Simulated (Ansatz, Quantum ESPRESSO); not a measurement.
# NdH2 (Fm-3m): zone-centre phonons

Aim: the zone-centre modes of NdH2 (Fm-3m).

Program: Quantum ESPRESSO 7.5. Level of theory: DFT PBEsol, scalar-relativistic, plane waves, PseudoDojo norm-conserving, 4f in core pseudopotentials. Results are calculated unless marked as measured.

## 1. The starting structure

The structure is cubic, space group Fm-3m (No. 225). Conventional cell: a = 5.470 Å, b = 5.470 Å, c = 5.470 Å, α = 90.00°, β = 90.00°, γ = 90.00°. Nearest to Nd lie 8 H at 2.37 Å. H has 4 Nd at 2.37 Å nearest. Farther neighbours are not listed.

## 2. A first look

Before anything dear is run, a loose run with smearing shows whether this is a metal and how far the cell is from rest.

probe.in reads:

```
 &control
    calculation='scf',
    prefix='x',
    outdir='./tmp',
    pseudo_dir='./pseudo',
    tprnfor=.true.,
    tstress=.true.,
    verbosity='high',
 /
 &system
    ibrav=2,
    celldm(1)=10.3368019,
    nat=3,
    ntyp=2,
    ecutwfc=64.0,
    input_dft='pbesol',
    occupations='smearing',
    smearing='gaussian',
    degauss=0.01,
 /
 &electrons
    conv_thr=1.0d-07,
    mixing_beta=0.7,
    electron_maxstep=100,
 /
ATOMIC_SPECIES
 Nd    144.2420  Nd.upf
 H       1.0080  H.upf
ATOMIC_POSITIONS crystal
 Nd     0.000000000   0.000000000   0.000000000
 H      0.750000000   0.750000000   0.750000000
 H      0.250000000   0.250000000   0.250000000
K_POINTS automatic
 6 6 6 0 0 0
```

Launch:

```sh
$ OMP_NUM_THREADS=1 mpirun -n 4 pw.x -nk 4 -in probe.in > probe.out
```

Output:

```text
[banners, grids, parts of the stress and lines that vanish by symmetry left out]
Program PWSCF v.7.5
     IMPORTANT: XC functional enforced from input :
     Exchange-correlation= PBESOL
                           (   1   4  10   8   0   0   0)
[...]
kinetic-energy cutoff     =      64.0000  Ry
     charge density cutoff     =     256.0000  Ry
     scf convergence threshold =      1.0E-07
[...]
Exchange-correlation= PBESOL
                           (   1   4  10   8   0   0   0)
[...]
48 Sym. Ops., with inversion, found
[...]
(     0          1          0      )
                  (     0          0          1      )
[...]
(  0.0000000  1.0000000  0.0000000 )
                  (  0.0000000  0.0000000  1.0000000 )
[...]
(     1          0         -1      )
[...]
(     0          1         -1      )
                  (     0          1          0      )
[...]
( -1.0000000  0.0000000  0.0000000 )
                  (  0.0000000  1.0000000  0.0000000 )
[...]
number of k points=    16  Gaussian smearing, width (Ry)=  0.0100
[...]
End of self-consistent calculation
[...]
the Fermi energy is     9.3262 ev
!    total energy              =     -78.73345149 Ry
[...]
convergence has been achieved in   6 iterations
[...]
atom    1 type  1   force =     0.00000000    0.00000000    0.00000000
     atom    2 type  2   force =    -0.00000000   -0.00000000    0.00000000
     atom    3 type  2   force =    -0.00000000    0.00000000   -0.00000000
[...]
Total force =     0.000000     Total SCF correction =     0.000000
[...]
total   stress  (Ry/bohr**3)                   (kbar)     P=      -19.75
[...]
XML data file, charge density, pseudopotentials, collected wavefunctions

   JOB DONE.
```

Wall time 2.2 s (4 MPI ranks of Arm Neoverse V2, shared host).

This step gave:

```
volume per atom   : 13.64 Å³
pressure          : -1.975 GPa
gap on the k-mesh : 0 eV
```

No gap opens on this mesh, so smearing is kept; the start stands at -2.0 GPa.

## 3. Relaxation

The harmonic expansion starts where the forces on the atoms vanish, and stress shifts the frequencies, so cell and atoms are relaxed with tight thresholds.

relax.in reads:

```
 &control
    calculation='vc-relax',
    prefix='x',
    outdir='./tmp',
    pseudo_dir='./pseudo',
    tprnfor=.true.,
    tstress=.true.,
    forc_conv_thr=2.0d-05,
    etot_conv_thr=1.0d-07,
    nstep=40,
 /
 &system
    ibrav=2,
    celldm(1)=10.3368019,
    nat=3,
    ntyp=2,
    ecutwfc=64.0,
    input_dft='pbesol',
    occupations='smearing',
    smearing='mv',
    degauss=0.02,
 /
 &electrons
    conv_thr=1.0d-11,
    mixing_beta=0.7,
    electron_maxstep=100,
 /
 &ions
 /
 &cell
    press_conv_thr=0.1,
 /
ATOMIC_SPECIES
 Nd    144.2420  Nd.upf
 H       1.0080  H.upf
ATOMIC_POSITIONS crystal
 Nd     0.000000000   0.000000000   0.000000000
 H      0.750000000   0.750000000   0.750000000
 H      0.250000000   0.250000000   0.250000000
K_POINTS automatic
 10 10 10 0 0 0
```

Launch:

```sh
$ OMP_NUM_THREADS=1 mpirun -n 4 pw.x -nk 4 -in relax.in > relax.out
```

Output:

```text
[banners, grids, parts of the stress and lines that vanish by symmetry left out]
[banner, memory and clock lines left out]
Program PWSCF v.7.5

[...]
Exchange-correlation= PBESOL
                           (   1   4  10   8   0   0   0)
[...]
kinetic-energy cutoff     =      64.0000  Ry
     charge density cutoff     =     256.0000  Ry
     scf convergence threshold =      1.0E-11
[...]
energy convergence thresh.=      1.0E-07
     force convergence thresh. =      2.0E-05
     press convergence thresh. =      1.0E-01
     Exchange-correlation= PBESOL
                           (   1   4  10   8   0   0   0)
[...]
48 Sym. Ops., with inversion, found
[...]
number of k points=    47  Marzari-Vanderbilt smearing, width (Ry)=  0.0200
[...]
End of self-consistent calculation
[...]
the Fermi energy is     9.2852 ev
!    total energy              =     -78.73284118 Ry
[...]
convergence has been achieved in   9 iterations
[...]
atom    1 type  1   force =     0.00000000    0.00000000   -0.00000000
     atom    2 type  2   force =     0.00000000   -0.00000000    0.00000000
     atom    3 type  2   force =    -0.00000000    0.00000000   -0.00000000
     Total force =     0.000000     Total SCF correction =     0.000000
[...]
total   stress  (Ry/bohr**3)                   (kbar)     P=      -19.30
[...]
number of bfgs steps    =   0
[...]
CELL_PARAMETERS (alat= 10.33680190)
[...]
ATOMIC_POSITIONS (crystal)
Nd              -0.0000000000       -0.0000000000        0.0000000000
H                0.7500000000        0.7500000000        0.7500000000
H                0.2500000000        0.2500000000        0.2500000000
[...]
New effective cutoffs (rho, wfc):  257.36   64.42
[...]
End of self-consistent calculation
[...]
the Fermi energy is     9.3915 ev
!    total energy              =     -78.73313158 Ry
[...]
convergence has been achieved in   5 iterations
[...]
atom    1 type  1   force =     0.00000000    0.00000000   -0.00000000
     atom    2 type  2   force =     0.00000000    0.00000000    0.00000000
     atom    3 type  2   force =    -0.00000000    0.00000000    0.00000000
     Total force =     0.000000     Total SCF correction =     0.000000
[...]
total   stress  (Ry/bohr**3)                   (kbar)     P=      -12.20
[...]
number of bfgs steps    =   1
[...]
CELL_PARAMETERS (alat= 10.33680190)
[...]
ATOMIC_POSITIONS (crystal)
Nd              -0.0000000000       -0.0000000000        0.0000000000
[...]
New effective cutoffs (rho, wfc):  259.92   65.06
[...]
End of self-consistent calculation
[...]
the Fermi energy is     9.5532 ev
!    total energy              =     -78.73331416 Ry
[...]
convergence has been achieved in   7 iterations
[...]
atom    1 type  1   force =     0.00000000   -0.00000000    0.00000000
     atom    2 type  2   force =    -0.00000000   -0.00000000    0.00000000
     atom    3 type  2   force =     0.00000000    0.00000000   -0.00000000
     Total force =     0.000000     Total SCF correction =     0.000000
[...]
total   stress  (Ry/bohr**3)                   (kbar)     P=       -1.00
[...]
number of bfgs steps    =   2
[...]
CELL_PARAMETERS (alat= 10.33680190)
[...]
ATOMIC_POSITIONS (crystal)
[...]
New effective cutoffs (rho, wfc):  260.15   65.11
[...]
End of self-consistent calculation
[...]
the Fermi energy is     9.5676 ev
!    total energy              =     -78.73331532 Ry
[...]
convergence has been achieved in   5 iterations
[...]
atom    1 type  1   force =    -0.00000000   -0.00000000    0.00000000
     atom    2 type  2   force =    -0.00000000    0.00000000   -0.00000000
     atom    3 type  2   force =     0.00000000   -0.00000000    0.00000000
     Total force =     0.000000     Total SCF correction =     0.000000
[...]
total   stress  (Ry/bohr**3)                   (kbar)     P=        0.02
[...]
number of bfgs steps    =   3
[...]
small trust_radius: resetting bfgs history
[...]
CELL_PARAMETERS (alat= 10.33680190)
[...]
ATOMIC_POSITIONS (crystal)
[...]
New effective cutoffs (rho, wfc):  260.15   65.11
[...]
End of self-consistent calculation
[...]
the Fermi energy is     9.5674 ev
!    total energy              =     -78.73331532 Ry
[...]
convergence has been achieved in   2 iterations
[...]
atom    1 type  1   force =    -0.00000000   -0.00000000   -0.00000000
     atom    2 type  2   force =    -0.00000000   -0.00000000   -0.00000000
     atom    3 type  2   force =     0.00000000    0.00000000   -0.00000000
     Total force =     0.000000     Total SCF correction =     0.000000
[...]
total   stress  (Ry/bohr**3)                   (kbar)     P=        0.01
[...]
bfgs converged in   5 scf cycles and   4 bfgs steps
[...]
End of BFGS Geometry Optimization
     Final enthalpy           =     -78.7333153240 Ry
     File ./tmp/x.bfgs deleted, as requested
[...]
CELL_PARAMETERS (alat= 10.33680190)
[...]
ATOMIC_POSITIONS (crystal)
[...]
H                0.7500000000        0.7500000000        0.7500000000
H                0.2500000000        0.2500000000        0.2500000000
[...]
Final scf calculation at the relaxed structure.
[...]
kinetic-energy cutoff     =      64.0000  Ry
     charge density cutoff     =     256.0000  Ry
     scf convergence threshold =      1.0E-13
[...]
press convergence thresh. =      1.0E-01
     Exchange-correlation= PBESOL
                           (   1   4  10   8   0   0   0)
[...]
48 Sym. Ops., with inversion, found
[...]
number of k points=    47  Marzari-Vanderbilt smearing, width (Ry)=  0.0200
[...]
End of self-consistent calculation
[...]
the Fermi energy is     9.5674 ev
!    total energy              =     -78.73328503 Ry
[...]
convergence has been achieved in  12 iterations
[...]
atom    1 type  1   force =    -0.00000000   -0.00000000    0.00000000
     atom    2 type  2   force =    -0.00000000   -0.00000000   -0.00000000
     atom    3 type  2   force =     0.00000000    0.00000000    0.00000000
     Total force =     0.000000     Total SCF correction =     0.000000
[...]
total   stress  (Ry/bohr**3)                   (kbar)     P=       -0.06
[...]
XML data file, charge density, pseudopotentials, collected wavefunctions
```

Elapsed: 24 s, on 4 MPI ranks; 97 s of CPU time.

The steps of the relaxation:

| step | energy less that of the first step (eV) | largest force (eV/Å) | pressure (GPa) | volume (Å³) |
| --- | --- | --- | --- | --- |
| 1 | 0.0000 | 0.0000 | -1.93 | 40.92 |
| 2 | -0.0040 | 0.0000 | -1.22 | 40.52 |
| 3 | -0.0064 | 0.0000 | -0.10 | 39.92 |
| 4 | -0.0065 | 0.0000 | 0.00 | 39.87 |
| 5 | -0.0065 | 0.0000 | 0.00 | 39.87 |
| 6 | -0.0060 | 0.0000 | -0.01 | 39.87 |

| conventional cell, symmetrised | before | after | change |
| --- | --- | --- | --- |
| a (Å) | 5.470 | 5.423 | -0.9 % |
| b (Å) | 5.470 | 5.423 | -0.9 % |
| c (Å) | 5.470 | 5.423 | -0.9 % |
| volume (Å³/atom) | 13.64 | 13.29 | -2.6 % |

Final coordinates:

```cif
data_structure
_symmetry_space_group_name_H-M 'P 1'
_symmetry_Int_Tables_number 1
_cell_length_a 3.8345
_cell_length_b 3.8345
_cell_length_c 3.8345
_cell_angle_alpha 60.000
_cell_angle_beta 60.000
_cell_angle_gamma 60.000
_cell_volume 39.87
loop_
_atom_site_label
_atom_site_type_symbol
_atom_site_fract_x
_atom_site_fract_y
_atom_site_fract_z
_atom_site_occupancy
Nd1 Nd 0.00000 0.00000 0.00000 1
H2 H 0.75000 0.75000 0.75000 1
H3 H 0.25000 0.25000 0.25000 1
```

The last row of the table of steps is pw.x's closing run on a basis chosen anew for the final cell, so its energy can jump.

Read from the output:

```
volume per atom : 13.29 Å³
pressure        : -0.006000 GPa
```

The volume changes by -2.6 % from the cell with which this run began.

## 4. Ground state

The response is built on this ground state, so it is converged far tighter than an energy would need. Smearing stays on, as the first look found no gap above 0.3 eV.

scf.in reads:

```
 &control
    calculation='scf',
    prefix='x',
    outdir='./tmp',
    pseudo_dir='./pseudo',
    tprnfor=.true.,
    tstress=.true.,
 /
 &system
    ibrav=2,
    celldm(1)=10.24763189,
    nat=3,
    ntyp=2,
    ecutwfc=64.0,
    input_dft='pbesol',
    occupations='smearing',
    smearing='mv',
    degauss=0.02,
 /
 &electrons
    conv_thr=1.0d-12,
    mixing_beta=0.7,
    electron_maxstep=100,
 /
ATOMIC_SPECIES
 Nd    144.2420  Nd.upf
 H       1.0080  H.upf
ATOMIC_POSITIONS crystal
 Nd     0.000000000   0.000000000   0.000000000
 H      0.750000000   0.750000000   0.750000000
 H      0.250000000   0.250000000   0.250000000
K_POINTS automatic
 12 12 12 0 0 0
```

Launch:

```sh
$ OMP_NUM_THREADS=1 mpirun -n 4 pw.x -nk 4 -in scf.in > scf.out
```

Output:

```text
[banners, grids, parts of the stress and lines that vanish by symmetry left out]
[banner, memory and clock lines left out]
Program PWSCF v.7.5

[...]
Exchange-correlation= PBESOL
                           (   1   4  10   8   0   0   0)
[...]
kinetic-energy cutoff     =      64.0000  Ry
     charge density cutoff     =     256.0000  Ry
     scf convergence threshold =      1.0E-12
[...]
Exchange-correlation= PBESOL
                           (   1   4  10   8   0   0   0)
[...]
48 Sym. Ops., with inversion, found
[...]
number of k points=    72  Marzari-Vanderbilt smearing, width (Ry)=  0.0200
[...]
End of self-consistent calculation
[...]
the Fermi energy is     9.5531 ev
!    total energy              =     -78.73328899 Ry
[...]
convergence has been achieved in   9 iterations
[...]
atom    1 type  1   force =     0.00000000    0.00000000   -0.00000000
     atom    2 type  2   force =     0.00000000    0.00000000   -0.00000000
     atom    3 type  2   force =     0.00000000    0.00000000    0.00000000
     Total force =     0.000000     Total SCF correction =     0.000000
[...]
total   stress  (Ry/bohr**3)                   (kbar)     P=       -0.14
[...]
XML data file, charge density, pseudopotentials, collected wavefunctions
```

Run time: 8.2 s. Hardware: 4 MPI ranks; 33 s of CPU time.

Numbers from this step:

| Quantity | Value |
| --- | --- |
| pressure | -0.01400 GPa |

The cell stands at -0.014 GPa, close enough for phonons.

## 5. Linear response at Γ

At q = 0 one unit cell holds all displacements; symmetry groups them into irreducible representations that are solved one by one. With smeared occupations no response to a homogeneous field can be asked.

ph.in reads:

```
phonons
 &inputph
    prefix='x',
    outdir='./tmp',
    fildyn='g.dyn',
    tr2_ph=1.0d-18,
    alpha_mix(1)=0.4,
    nmix_ph=8,
 /
0.000000000 0.000000000 0.000000000
```

Launch:

```sh
$ OMP_NUM_THREADS=1 mpirun -n 4 ph.x -nk 4 -in ph.in > ph.out
```

Output:

```text
[banners, grids, parts of the stress and lines that vanish by symmetry left out]
[banner, memory and clock lines left out]
Program PHONON v.7.5

     ./tmp/x.save/

     IMPORTANT: XC functional enforced from input :
     Exchange-correlation= PBESOL
                           (   1   4  10   8   0   0   0)
     Any further DFT definition will be discarded
     Please, verify this is what you really want

     G-vector sticks info

     Reading collected, re-writing distributed wavefunctions in ./tmp/

     Number and degeneracy of irreps per q-point
       N         xq(1)         xq(2)         xq(3)   N irreps
       1   0.000000000   0.000000000   0.000000000       3
        3   3   3

     Calculation of q =    0.0000000   0.0000000   0.0000000

     phonons

     bravais-lattice index     =            2
     lattice parameter (alat)  =      10.2476  a.u.
     unit-cell volume          =     269.0361 (a.u.)^3
     number of atoms/cell      =            3
     number of atomic types    =            2
     kinetic-energy cut-off    =      64.0000  Ry
     charge density cut-off    =     256.0000  Ry
     convergence threshold     =      1.0E-18
     beta                      =       0.4000
     number of iterations used =            8
     Exchange-correlation= PBESOL
                           (   1   4  10   8   0   0   0)

     celldm(1)=   10.24763  celldm(2)=    0.00000  celldm(3)=    0.00000
     celldm(4)=    0.00000  celldm(5)=    0.00000  celldm(6)=    0.00000

     crystal axes: (cart. coord. in units of alat)
               a(1) = ( -0.5000  0.0000  0.5000 )
               a(2) = (  0.0000  0.5000  0.5000 )
               a(3) = ( -0.5000  0.5000  0.0000 )

     reciprocal axes: (cart. coord. in units 2 pi/alat)
               b(1) = ( -1.0000 -1.0000  1.0000 )
               b(2) = (  1.0000  1.0000  1.0000 )
               b(3) = ( -1.0000  1.0000 -1.0000 )

     Atoms inside the unit cell:

     Cartesian axes

     site n.  atom      mass           positions (alat units)
        1  Nd    144.2420   tau(    1) = (    0.00000    0.00000    0.00000  )
        2  H       1.0080   tau(    2) = (   -0.75000    0.75000    0.75000  )
        3  H       1.0080   tau(    3) = (   -0.25000    0.25000    0.25000  )

     Computing dynamical matrix for
                    q = (   0.0000000   0.0000000   0.0000000 )

     49 Sym.Ops. (with q -> -q+G )

     G cutoff =  680.9689  (  18643 G-vectors)     FFT grid: ( 40, 40, 40)

     number of k points=    72  Marzari-Vanderbilt smearing, width (Ry)=  0.0200
                       cart. coord. in units 2pi/alat
        k(    1) = (   0.0000000   0.0000000   0.0000000), wk =   0.0011574
        k(    2) = (  -0.0833333   0.0833333  -0.0833333), wk =   0.0092593
        k(    3) = (  -0.1666667   0.1666667  -0.1666667), wk =   0.0092593
        [... further k-points left out ...]

     PseudoPot. # 1 for Nd read from file:
     ./pseudo/Nd.upf
     Pseudo is Norm-conserving + core correction, Zval = 11.0
     Using radial grid of 1764 points,  7 beta functions with:
                l(1) =   0
                l(2) =   0
                l(3) =   1
                l(4) =   1
                l(5) =   2
                l(6) =   2
                l(7) =   3

     PseudoPot. # 2 for H  read from file:
     ./pseudo/H.upf
     Pseudo is Norm-conserving, Zval =  1.0
     Using radial grid of 1180 points,  3 beta functions with:
                l(1) =   0
                l(2) =   0
                l(3) =   1

     Mode symmetry, O_h (m-3m)  point group:

     Atomic displacements:
     There are    3 irreducible representations

     Representation     1      3 modes -  To be done

     Representation     2      3 modes -  To be done

     Representation     3      3 modes -  To be done

     Alpha used in Ewald sum =   2.6000

     Representation #   1 modes #   1   2   3

     Self-consistent Calculation
      thresh= 1.000E-02 alpha_mix =  0.400 |ddv_scf|^2 =  1.210E-08
      thresh= 1.100E-05 alpha_mix =  0.400 |ddv_scf|^2 =  1.921E-09
      thresh= 4.383E-06 alpha_mix =  0.400 |ddv_scf|^2 =  8.685E-12
      thresh= 2.947E-07 alpha_mix =  0.400 |ddv_scf|^2 =  1.220E-13
      thresh= 3.493E-08 alpha_mix =  0.400 |ddv_scf|^2 =  2.250E-14
      thresh= 1.500E-08 alpha_mix =  0.400 |ddv_scf|^2 =  3.038E-17
      thresh= 5.512E-10 alpha_mix =  0.400 |ddv_scf|^2 =  3.748E-18
      thresh= 1.936E-10 alpha_mix =  0.400 |ddv_scf|^2 =  6.512E-21

     End of self-consistent calculation

     Convergence has been achieved

     Representation #   2 modes #   4   5   6

     Self-consistent Calculation
      thresh= 1.000E-02 alpha_mix =  0.400 |ddv_scf|^2 =  3.423E-09
      thresh= 5.851E-06 alpha_mix =  0.400 |ddv_scf|^2 =  7.714E-10
      thresh= 2.777E-06 alpha_mix =  0.400 |ddv_scf|^2 =  1.428E-11
      thresh= 3.778E-07 alpha_mix =  0.400 |ddv_scf|^2 =  5.919E-13
      thresh= 7.694E-08 alpha_mix =  0.400 |ddv_scf|^2 =  2.625E-13
      thresh= 5.123E-08 alpha_mix =  0.400 |ddv_scf|^2 =  1.459E-15
[...]
End of self-consistent calculation

     Convergence has been achieved

     Representation #   3 modes #   7   8   9

     Self-consistent Calculation
[...]
thresh= 1.988E-05 alpha_mix =  0.400 |ddv_scf|^2 =  1.006E-09
      thresh= 3.171E-06 alpha_mix =  0.400 |ddv_scf|^2 =  3.344E-12
      thresh= 1.829E-07 alpha_mix =  0.400 |ddv_scf|^2 =  8.155E-13
      thresh= 9.030E-08 alpha_mix =  0.400 |ddv_scf|^2 =  2.097E-15
      thresh= 4.579E-09 alpha_mix =  0.400 |ddv_scf|^2 =  3.126E-17
      thresh= 5.591E-10 alpha_mix =  0.400 |ddv_scf|^2 =  1.395E-18
      thresh= 1.181E-10 alpha_mix =  0.400 |ddv_scf|^2 =  4.912E-21

     End of self-consistent calculation

     Convergence has been achieved

     Number of q in the star =    1
     List of q in the star:
          1   0.000000000   0.000000000   0.000000000

     Diagonalizing the dynamical matrix

     q = (    0.000000000   0.000000000   0.000000000 )

 **************************************************************************
     freq (    1) =      -0.144215 [THz] =      -4.810494 [cm-1]
     freq (    2) =      -0.144215 [THz] =      -4.810494 [cm-1]
     freq (    3) =      -0.144215 [THz] =      -4.810494 [cm-1]
     freq (    4) =      26.042663 [THz] =     868.689717 [cm-1]
     freq (    5) =      26.042663 [THz] =     868.689717 [cm-1]
     freq (    6) =      26.042663 [THz] =     868.689717 [cm-1]
     freq (    7) =      31.490174 [THz] =    1050.399130 [cm-1]
     freq (    8) =      31.490174 [THz] =    1050.399130 [cm-1]
     freq (    9) =      31.490174 [THz] =    1050.399130 [cm-1]
 **************************************************************************

     Mode symmetry, O_h (m-3m)  point group:

     freq (   1-   3) =         -4.8  [cm-1]   --> T_1u G_15  G_4- I
     freq (   4-   6) =        868.7  [cm-1]   --> T_1u G_15  G_4- I
     freq (   7-   9) =       1050.4  [cm-1]   --> T_2g G_25' G_5+ R
```

Wall time 1.9 min (4 MPI ranks); 7.7 min of CPU time.

Read from the output:

```yaml
largest_acoustic_frequency_at_the_zone_centre_before_the_sum_rule: -4.81 cm⁻¹
highest_optical_zone_centre_mode_no_lo_to_term: 1050 cm⁻¹
lowest_optical_zone_centre_mode: 868.7 cm⁻¹
```

The acoustic modes at Γ come out as far as 4.8 cm⁻¹ from zero, where they should vanish, a small numerical error.

[end of part 1 of 2]

[Host names and launcher messages were left out of these logs when they were recorded.]

[Logs are printed without paths, hosts, clocks, repeated set-up lines and the standing remarks that a program may print on its own settings, such as how far it seeks lower states.]

[Hosts, paths, dates, database ids (printed as entryN), source tags and the programs' standing remarks are cut or masked in the printed files.]
